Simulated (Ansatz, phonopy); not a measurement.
# Grüneisen parameters and expansion of GaP (F-43m), part 4 of 4

Aim: how the vibrations of GaP shift with volume, and the expansion that follows.

Experimental results on record:
- volume expansion coefficient 15.9 1e-6/K, heat capacity C_P per formula unit 44.2 J/mol/K and bulk modulus 88.7 GPa near room temperature (given in “High-Throughput Prediction of Finite-Temperature Properties using the Quasi-Harmonic Approximation”, 2016, arXiv:1603.06924)

Ansatz 0.2.0; DFT PBE, scalar-relativistic, plane waves, PAW.

So far. Step 14 (Single point at a scaled cell, V/V0 1.05): The run ends at a pressure of -3.35 GPa. Step 15 (Lattice dynamics at this volume, V/V0 1.05): No mode is imaginary beyond numerical noise at the solved wavevectors. The highest zone-centre mode (no LO–TO term) moved by -5.8 % for a volume change of +5.0 %.

**16. Mode Grüneisen parameters**

This step: DFT PBE, scalar-relativistic, plane waves, PAW (phonopy 4.10.0).

This step gave:

```
share of modes with a negative Grüneisen parameter : 0.18
```

Mean Grüneisen, by row:

| T (K) | heat-capacity-weighted mean | root mean square |
| --- | --- | --- |
| 50 | 0.067 | 0.501 |
| 100 | 0.424 | 0.793 |
| 200 | 0.701 | 0.981 |
| 300 | 0.767 | 1.021 |
| 500 | 0.801 | 1.042 |
| 800 | 0.813 | 1.049 |

Table of mean mode Grueneisen parameter by wavenumber:

| wavenumber (cm⁻¹) | mean mode Grueneisen parameter |
| --- | --- |
| 6 | - |
| 19 | 0.0519 |
| 32 | 0.0791 |
| 44 | 0.26 |
| 57 | 0.0235 |
| 69 | -0.0428 |
| 82 | -0.294 |
| 95 | -0.175 |
| 107 | -0.105 |
| 120 | 0.214 |
| 133 | 0.367 |
| 145 | 1.1 |
| 158 | 1.08 |
| 170 | 1.08 |
| 183 | 1.06 |
| 196 | 1.05 |
| 208 | 1.04 |
| 221 | 0.994 |
| 234 | 1.01 |
| 246 | - |
| 259 | - |
| 272 | - |
| 284 | - |
| 297 | - |
| 309 | 1.32 |
| 322 | 1.34 |
| 335 | 1.4 |
| 347 | 1.36 |
| 360 | 1.24 |
| 372 | 1.25 |

Volume series, by row:

| V/V0 | V (Å³/atom) | pressure (GPa) | E - E0 (meV/atom) | gap (eV) | zero-point energy (meV/atom) | lowest on the path (cm⁻¹) | highest at Gamma without the LO-TO term (cm⁻¹) |
| --- | --- | --- | --- | --- | --- | --- | --- |
| 0.97 | 20.24 | 2.508 | 4.759 | 1.642 | 45.88 | 0 | 357.7 |
| 0.985 | 20.55 | 1.202 | 1.156 | 1.628 | 45.13 | 0 | 351.1 |
| 1 | 20.87 | 0 | 0 | 1.578 | 44.4 | 0 | 344.7 |
| 1.015 | 21.18 | -1.106 | 1.099 | 1.458 | 43.67 | 0 | 338.4 |
| 1.03 | 21.49 | -2.124 | 4.266 | 1.339 | 42.96 | 0 | 332.4 |
| 1.05 | 21.91 | -3.355 | 11.43 | 1.186 | 42.03 | 0 | 324.5 |

The optical frequency at Gamma without the LO-TO term, mode 4 by V/V0:

| V/V0 | optical frequency at Gamma without the LO-TO term, mode 4 (cm⁻¹) |
| --- | --- |
| 0.9700 | 358 |
| 0.9850 | 351 |
| 1.0000 | 345 |
| 1.0150 | 338 |
| 1.0300 | 332 |
| 1.0500 | 325 |

Grüneisen at points, by row:

| point | branch | frequency (cm⁻¹) | mode Grüneisen parameter |
| --- | --- | --- | --- |
| Γ | 4 | 344.7 | 1.22 |
| Γ | 6 | 379.2 | 1.05 |
| X | 1 | 101.7 | -0.73 |
| X | 3 | 241.3 | 0.98 |
| X | 4 | 341 | 1.5 |
| X | 6 | 348.5 | 1.2 |
| U | 1 | 104.9 | -0.49 |
| U | 2 | 128.6 | 0.34 |
| U | 3 | 217.4 | 1.05 |
| U | 4 | 318.6 | 1.34 |
| U | 5 | 338.7 | 1.48 |
| U | 6 | 372 | 1.32 |
| K | 1 | 104.9 | -0.49 |
| K | 2 | 128.6 | 0.34 |
| K | 3 | 217.4 | 1.05 |
| K | 4 | 318.6 | 1.34 |
| K | 5 | 338.7 | 1.48 |
| K | 6 | 372 | 1.32 |
| L | 1 | 80.1 | -0.89 |
| L | 3 | 224.4 | 0.88 |
| L | 4 | 341.6 | 1.39 |
| L | 6 | 351.7 | 1.27 |
| W | 1 | 118.9 | 0.23 |
| W | 2 | 138.8 | 0.15 |
| W | 3 | 207.2 | 1.13 |
| W | 4 | 311.4 | 1.31 |
| W | 5 | 343 | 1.5 |
| W | 6 | 372.7 | 1.33 |

**17. Quasi-harmonic fit by phonopy**

This step gave:

| Property | Result |
| --- | --- |
| volume expansion coefficient at 300 K | 18.54 1e-6/K |
| isothermal bulk modulus at 300 K | 73.65 GPa |
| C_P at 300 K | 22.13 J/mol-atom/K |
| Grüneisen parameter at 300 K | 0.785 |

The energy (each curve on its own zero) by volume; values in meV/atom:

| volume (Å³/atom) | static | F at 0 K | F at 300 K | F at 900 K |
| --- | --- | --- | --- | --- |
| 20.240 | 4.76 | 6.63 | 7.66 | 12.2 |
| 20.553 | 1.16 | 2.28 | 2.95 | 5.79 |
| 20.866 | 0 | 0.38 | 0.66 | 1.74 |
| 21.179 | 1.1 | 0.76 | 0.61 | -0.12 |
| 21.492 | 4.27 | 3.21 | 2.62 | 0.02 |
| 21.909 | 11.4 | 9.45 | 8.22 | 3.08 |

Phonopy-qha, vinet fit of F(V) at each temperature; no electronic free energy. Qha vinet, by row:

| T (K) | fitted volume (Å³/atom) | alpha_V (1e-6/K) | B_T (GPa) | C_P (J/mol-atom/K) | Grueneisen |
| --- | --- | --- | --- | --- | --- |
| 100 | 20.97 | 5.39 | 75.35 | 11.45 | 0.4469 |
| 150 | 20.98 | 10.81 | 75 | 16.25 | 0.6305 |
| 200 | 20.99 | 14.57 | 74.58 | 19.22 | 0.7161 |
| 250 | 21.01 | 16.96 | 74.12 | 21.01 | 0.7598 |
| 300 | 21.03 | 18.54 | 73.65 | 22.13 | 0.7851 |
| 350 | 21.05 | 19.65 | 73.17 | 22.88 | 0.8013 |
| 400 | 21.07 | 20.47 | 72.68 | 23.39 | 0.8126 |
| 450 | 21.09 | 21.11 | 72.18 | 23.76 | 0.8212 |
| 500 | 21.11 | 21.64 | 71.69 | 24.04 | 0.828 |
| 550 | 21.14 | 22.09 | 71.19 | 24.26 | 0.8336 |
| 600 | 21.16 | 22.48 | 70.7 | 24.44 | 0.8385 |
| 650 | 21.18 | 22.84 | 70.2 | 24.58 | 0.8428 |
| 700 | 21.21 | 23.18 | 69.7 | 24.7 | 0.8468 |
| 750 | 21.23 | 23.49 | 69.2 | 24.81 | 0.8505 |
| 800 | 21.26 | 23.79 | 68.7 | 24.9 | 0.854 |
| 850 | 21.28 | 24.08 | 68.2 | 24.98 | 0.8573 |

Table of volume expansion coefficient, phonopy-qha, Vinet by temperature:

| temperature (K) | volume expansion coefficient, phonopy-qha, Vinet (1e-6/K) |
| --- | --- |
| 75 | 2.64 |
| 100 | 5.39 |
| 125 | 8.27 |
| 150 | 10.8 |
| 175 | 12.9 |
| 200 | 14.6 |
| 225 | 15.9 |
| 250 | 17.0 |
| 275 | 17.8 |
| 300 | 18.5 |
| 325 | 19.1 |
| 350 | 19.6 |
| 375 | 20.1 |
| 400 | 20.5 |
| 425 | 20.8 |
| 450 | 21.1 |
| 475 | 21.4 |
| 500 | 21.6 |
| 525 | 21.9 |
| 550 | 22.1 |
| 575 | 22.3 |
| 600 | 22.5 |
| 625 | 22.7 |
| 650 | 22.8 |
| 675 | 23.0 |
| 700 | 23.2 |
| 725 | 23.3 |
| 750 | 23.5 |
| 775 | 23.6 |
| 800 | 23.8 |
| 825 | 23.9 |
| 850 | 24.1 |
| 875 | 24.2 |

The fit gives a volume expansion of 18.5 × 10⁻⁶/K at 300 K.

**18. Summary of results**

| Item | Value |
| --- | --- |
| volume expansion coefficient at 300 K | 18.54 1e-6/K |
| isothermal bulk modulus at 300 K | 73.65 GPa |
| C_P at 300 K | 22.13 J/mol-atom/K |
| Grüneisen parameter at 300 K | 0.785 |
| mean mode Grüneisen parameter at 300 K | 0.767 |

**Reading.** Near room temperature GaP expands by 18.5 × 10⁻⁶/K in volume by PBE, with C_P = 22.1 J/(mol K) per mole of atoms and B_T = 73.7 GPa. C_P at room temperature is 89 % of the classical 3R an atom, so the stiffest modes are still partly frozen out. A measured volume expansion coefficient near room temperature is 15.9 1e-6/K (arXiv:1603.06924); the calculated 18.5 1e-6/K differs by +17 %. That is the usual direction for this kind of gradient-corrected functional, which gives too large and too soft a cell. A measured bulk modulus near room temperature is 88.7 GPa (arXiv:1603.06924); the calculated 73.7 GPa differs by -17 %. The table does not say whether its value is isothermal or adiabatic. A measured heat capacity per formula unit near room temperature is 44.2 J/mol/K (arXiv:1603.06924); the calculated 44.3 J/mol/K agrees within half a per cent. The heat-capacity-weighted Grüneisen parameter goes from 0.067 at 50 K to 0.813 at 800 K; 18 % of the modes stiffen on expansion. Weighting γ by the density of states and each mode's heat capacity at 300 K, the lowest third of the frequency range (cuts at 130 and 250 cm⁻¹) pulls the cell inward, while the rest pushes it outward. Among the labelled points γ is largest for branch 4 at X (341 cm⁻¹, 1.5) and most negative for branch 1 at L (80.1 cm⁻¹, -0.89). The log warns that the k-mesh is coarse for the response calculation and asks for a check on a denser one. The interpolation has no quadrupole term, so branches near the zone centre are less sure, since this crystal has sites that are not centres of inversion.

[Logs are printed without paths, hosts, clocks, repeated set-up lines and the standing remarks that a program may print on its own settings, such as how far it seeks lower states.]

[Hosts, paths, dates, database ids (printed as entryN), source tags and the programs' standing remarks are cut or masked in the printed files.]

[A step with changed settings may run another functional than the one named; its input shows which.]

[Of the runs on displaced cells, only some may be shown.]
